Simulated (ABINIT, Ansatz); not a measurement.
# Converging GW for ZrSe3 (P2_1/m) in ABINIT, part 2 of 2

What does each rung of G0W0 on ZrSe3 (P2_1/m) cost, and what does it buy?

ABINIT 10.8.3; PBEsol and many-body steps on it, plane waves. Known limits of the many-body steps: not at the basis limit; no spin-orbit coupling; coarse k mesh.

So far. Step 3 (Screening, 2×4×1 mesh, 122 bands, screening to 62.6 eV): Local fields lower ε∞ by 14 %. On a Γ-centred mesh this coarse the value itself is usually too large, while a short band sum pulls it down. Step 4 (122 bands, 62.6 eV): The gap on the mesh goes from 0.33 eV to 0.83 eV, a correction of +0.50 eV.

**6. 209 bands, 114.3 eV**

This step: G0W0 on PBEsol, plane waves, norm-conserving pseudopotentials.

run.abi

```
acell 3*1.0 Angstrom
rprim 
  5.410900000000 -0.000000000000 -0.000000000000
  -0.000000000000 3.748800000000 0.000000000000
  -1.229420909100 0.000000000000 9.363634990100
ntypat 2
znucl 40 34
natom 8
typat 1 1 2 2 2 2 2 2
xred 
  0.285000000000 0.250000000000 0.656000000000
  0.715000000000 0.750000000000 0.344000000000
  0.762000000000 0.250000000000 0.554000000000
  0.238000000000 0.750000000000 0.446000000000
  0.456000000000 0.250000000000 0.174000000000
  0.544000000000 0.750000000000 0.826000000000
  0.888000000000 0.250000000000 0.169000000000
  0.112000000000 0.750000000000 0.831000000000
pp_dirpath "pseudos"
pseudos "Zr.upf, Se.upf"
ecut 48
ngkpt 2 4 1
nshiftk 1
shiftk 0 0 0
kptopt 1
chksymbreak 0
istwfk *1
occopt 1
irdwfk 1
optdriver 4
nband 209
gwcalctyp 0
ecutsigx 48
symsigma 1
nkptgw 2
kptgw 
  0.0000000000 0.0000000000 0.0000000000
  0.5000000000 0.0000000000 0.0000000000
bdgw 
  83 86
  83 86
ecuteps 4.2
irdscr 1
ppmodel 1
indata_prefix "in"
outdata_prefix "out"
tmpdata_prefix "tmp"
```

Started as:

```sh
$ OMP_NUM_THREADS=1 mpirun -n 16 abinit run.abi > log
```

Numbers of over 12 decimals in the logs are rounded to 6 here.

What it wrote:

```text
.Version 10.8.3 of ABINIT. v10.8.2 released Aug 2026.

 Symmetries : space group P2_1/m (# 11); Bravais mP (primitive monocl.)
[... echo of the input left out ...]
== DATASET  1 ==================================================================
-   mpi_nproc: 16, omp_nthreads: 1 (-1 if OMP is not activated)

--- !DatasetInfo
iteration_state: {dtset: 1, }
dimensions: {natom: 8, nkpt: 6, mband: 209, nsppol: 1, nspinor: 1, nspden: 1, mpw: 20400, }
cutoff_energies: {ecut:  48.0, pawecutdg:  -1.0, }
electrons: {nelect:   1.68000000E+02, charge:   0.00000000E+00, occopt:   1.00000000E+00, tsmear:   1.00000000E-02, }

 SIGMA: Calculation of the GW corrections

 Based on a program developped by R.W. Godby, V. Olevano, G. Onida, and L. Reining.
 Incorporated in ABINIT by V. Olevano, G.-M. Rignanese, and M. Torrent.
.Using double precision arithmetic ; gwpc =  8

[... cell and pseudopotentials left out ...]
--------------------------------------------------------------------------------

 ==== K-mesh for the wavefunctions ====
 Number of points in the irreducible wedge :     6
[... list of points left out ...]
 Together with  4 symmetry operations and time-reversal symmetry
 yields     8 points in the full Brillouin Zone.

 ==== Q-mesh for screening function ====
 Number of points in the irreducible wedge :     6
[... list of points left out ...]
 Together with  4 symmetry operations and time-reversal symmetry
 yields     8 points in the full Brillouin Zone.

 vcoul_init : cutoff-mode = AUXILIARY_FUNCTION
 q-points for optical limit:   1
     1)      0.000010    0.000020    0.000030
 setmesh: FFT mesh size selected  =    72x   48x  120
          total number of points  =       414720

 Number of electrons calculated from density =  168.0000; Expected =  168.0000
[...]
number of omega for Sigma on real axis              0
 max omega for Sigma on real axis  [eV]           0.00
 zcut for avoiding poles [eV]                     0.10

 EPSILON^-1 parameters (SCR file):
 dimension of the eps^-1 matrix on file            521
 dimension of the eps^-1 matrix used               521
 number of plane-waves for wavefunctions         20343
 number of bands                                   209
 number of q-points in IBZ                           6
 number of frequencies                               2
 number of real frequencies                          1
 number of imag frequencies                          1

 matrix elements of self-energy operator (all in [eV])

 Perturbative Calculation

--- !SelfEnergy_ee
iteration_state: {dtset: 1, }
kpoint     : [   0.000,    0.000,    0.000, ]
spin       : 1
KS_gap     :    0.661
QP_gap     :    1.176
Delta_QP_KS:    0.516
data: !SigmaeeData |
     Band     E0 <VxcDFT>   SigX SigC(E0)      Z dSigC/dE  Sig(E)    E-E0       E
       83   6.375 -14.787 -16.246   1.855   0.795  -0.258 -14.472   0.315   6.690
       84   6.485 -15.017 -16.886   2.238   0.795  -0.257 -14.724   0.293   6.778
       85   7.146 -13.062  -8.336  -3.713   0.798  -0.253 -12.254   0.809   7.954
[...]
--- !SelfEnergy_ee
iteration_state: {dtset: 1, }
kpoint     : [   0.500,    0.000,    0.000, ]
spin       : 1
KS_gap     :    0.629
QP_gap     :    1.201
Delta_QP_KS:    0.572
data: !SigmaeeData |
     Band     E0 <VxcDFT>   SigX SigC(E0)      Z dSigC/dE  Sig(E)    E-E0       E
[...]
85   6.814 -13.767  -9.969  -2.791   0.794  -0.260 -12.968   0.800   7.614
       86   7.155 -14.047 -10.034  -2.911   0.793  -0.261 -13.173   0.873   8.029

== END DATASET(S) ==============================================================
================================================================================

 -outvars: echo values of variables after computation  --------
           etotal      0.0000000000E+00
            nband         209
             nkpt           6
          spgroup          11
 [... the other variables as echoed above ...]

 Calculation completed.
```

It took 32 s on 16 MPI ranks of Arm Neoverse N1, shared host; peak memory 8.5 GiB.

Numbers from this step:

| Item | Value |
| --- | --- |
| G0W0 gap on the points computed | 0.8360 eV |
| starting gap on the mesh | 0.3293 eV |
| k of the valence top | 0, 0, 0 |
| k of the conduction bottom | 0.5, 0, 0 |
| Z at the valence top | 0.795 |
| Z at the conduction bottom | 0.794 |
| least direct G0W0 gap on the computed points | 1.176 eV |

Against G0W0 in ABINIT (2×4×1 mesh, 122 bands, screening to 62.6 eV, Godby-Needs plasmon pole), the gap moves by +0.010 eV.

**7. Screening, 2×4×1 mesh, 392 bands, screening to 176.9 eV**

This step: RPA screening on PBEsol, plane waves, norm-conserving pseudopotentials.

run.abi: that of step 6 with these lines changed.

```diff
@@ -29,17 +29,8 @@
 irdwfk 1
-optdriver 4
-nband 209
-gwcalctyp 0
-ecutsigx 48
-symsigma 1
-nkptgw 2
-kptgw 
-  0.0000000000 0.0000000000 0.0000000000
-  0.5000000000 0.0000000000 0.0000000000
-bdgw 
-  83 86
-  83 86
-ecuteps 4.2
-irdscr 1
-ppmodel 1
+optdriver 3
+nband 392
+ecuteps 6.5
+inclvkb 2
+awtr 1
+symchi 1
 indata_prefix "in"
```

What it wrote:

```text
.Version 10.8.3 of ABINIT. v10.8.2 released Aug 2026.

 Symmetries : space group P2_1/m (# 11); Bravais mP (primitive monocl.)
[... echo of the input left out ...]
== DATASET  1 ==================================================================
-   mpi_nproc: 16, omp_nthreads: 1 (-1 if OMP is not activated)

--- !DatasetInfo
iteration_state: {dtset: 1, }
dimensions: {natom: 8, nkpt: 6, mband: 392, nsppol: 1, nspinor: 1, nspden: 1, mpw: 20400, }
cutoff_energies: {ecut:  48.0, pawecutdg:  -1.0, }
[...]
--------------------------------------------------------------------------------
[... chi0 elements left out ...]
 For q-point:  0.000010 0.000020 0.000030
  dielectric constant =  16.0667
  dielectric constant without local fields =  18.7012

  Average fulfillment of the sum rule on Im[epsilon] for q-point    1 :     41.35  [%]
[... wings left out ...]
  q-point number  2        q = ( 0.500000, 0.000000, 0.000000) [r.l.u.]
--------------------------------------------------------------------------------
[... chi0 elements left out ...]
  Average fulfillment of the sum rule on Im[epsilon] for q-point    2 :     42.45  [%]

 [... 4 further q-points ...]
```

The job ended after 26 min (16 MPI ranks; peak memory 24 GiB; 7 h of CPU time).

This step gave:

```
ε∞ with local fields, on this mesh, along the program's q direction : 16.07
the same without local fields                                       : 18.70
plasma frequency                                                    : 34.92 eV
plane waves in the screening matrix                                 : 985
```

**8. 392 bands, 176.9 eV**

This step: G0W0 on PBEsol, plane waves, norm-conserving pseudopotentials.

run.abi: that of step 7 with these lines changed.

```diff
@@ -29,8 +29,17 @@
 irdwfk 1
-optdriver 3
+optdriver 4
 nband 392
+gwcalctyp 0
+ecutsigx 48
+symsigma 1
+nkptgw 2
+kptgw 
+  0.0000000000 0.0000000000 0.0000000000
+  0.5000000000 0.0000000000 0.0000000000
+bdgw 
+  83 86
+  83 86
 ecuteps 6.5
-inclvkb 2
-awtr 1
-symchi 1
+irdscr 1
+ppmodel 1
 indata_prefix "in"
```

What it wrote:

```text
.Version 10.8.3 of ABINIT. v10.8.2 released Aug 2026.

 Symmetries : space group P2_1/m (# 11); Bravais mP (primitive monocl.)
[... echo of the input left out ...]
== DATASET  1 ==================================================================
-   mpi_nproc: 16, omp_nthreads: 1 (-1 if OMP is not activated)

--- !DatasetInfo
iteration_state: {dtset: 1, }
dimensions: {natom: 8, nkpt: 6, mband: 392, nsppol: 1, nspinor: 1, nspden: 1, mpw: 20400, }
cutoff_energies: {ecut:  48.0, pawecutdg:  -1.0, }
[...]
Band     E0 <VxcDFT>   SigX SigC(E0)      Z dSigC/dE  Sig(E)    E-E0       E
[...]
85   6.814 -13.767  -9.969  -3.264   0.792  -0.262 -13.344   0.424   7.238
       86   7.155 -14.047 -10.034  -3.399   0.791  -0.264 -13.561   0.485   7.640

== END DATASET(S) ==============================================================
================================================================================

 -outvars: echo values of variables after computation  --------
           etotal      0.0000000000E+00
            nband         392
             nkpt           6
          spgroup          11
 [... the other variables as echoed above ...]

 Calculation completed.
```

Elapsed: 2.6 min, on 16 MPI ranks; peak memory 13 GiB; 41 min of CPU time.

Numbers from this step:

| Quantity | Value |
| --- | --- |
| G0W0 gap on the points computed | 0.8850 eV |
| starting gap on the mesh | 0.3293 eV |
| k of the valence top | 0, 0, 0 |
| k of the conduction bottom | 0.5, 0, 0 |
| least direct G0W0 gap on the computed points | 1.227 eV |

Against G0W0 in ABINIT (2×4×1 mesh, 209 bands, screening to 114.3 eV, Godby-Needs plasmon pole), the gap moves by +0.049 eV.

**9. Side by side**

Times are wall times on 16 MPI ranks of Arm Neoverse N1, shared host, good to a factor of about two. A run's time includes the screening step that it read.

| run | mesh | bands | screening cutoff (eV) | DFT gap (eV) | gap on the mesh (eV) | direct (eV) | ε∞ used | time |
| --- | --- | --- | --- | --- | --- | --- | --- | --- |
| 122 bands, 62.6 eV | 2×4×1 | 122 | 62.6 | 0.329 | 0.826 | 1.162 | 16.08 | 2.7 min |
| 209 bands, 114.3 eV | 2×4×1 | 209 | 114.3 | 0.329 | 0.836 | 1.176 | 16.07 | 7.7 min |
| 392 bands, 176.9 eV | 2×4×1 | 392 | 176.9 | 0.329 | 0.885 | 1.227 | 16.07 | 29 min |

**10. What came out**

| Property | Result |
| --- | --- |
| 122 bands, 62.6 eV | 0.826 eV |
| 209 bands, 114.3 eV | 0.836 eV |
| 392 bands, 176.9 eV | 0.885 eV |
| known limits | not at the basis limit; no spin-orbit coupling; coarse k mesh |

In words: From the first rung to the last the gap moves by +0.06 eV for 11 times the time. The steps are not yet shrinking, so no limit is drawn. In the G0W0 runs levels were corrected at 2 k points alone, so a gap called «on the mesh» is the least over those, and an edge elsewhere would be missed. The 2×4×1 mesh is coarse for this cell, which bears on the long-range parts of exchange and screening. The many-body steps are scalar-relativistic: spin-orbit coupling is not in them.

[Paths, hosts, dates, memory and timing lines, banners, echoed tables and standing remarks are left out of the program output.]

[Logs are printed without paths, hosts, clocks, repeated set-up lines and the standing remarks that a program may print on its own settings, such as how far it seeks lower states.]

[Runs of the session that timed out or met a known fault of the program may be left out.]

[Hosts, paths, dates, database ids (printed as entryN), source tags and the programs' standing remarks are cut or masked in the printed files.]

[G0W0 gaps are taken among the corrected bands and points alone; a level outside them can change the order at an edge.]

[Where Ansatz stands beside ABINIT at settings called matched, ABINIT's density can come from a denser mesh and the files from another edition; pairs whose starting gaps differed by over 0.03 eV were left out, so agreement reads better than it is.]
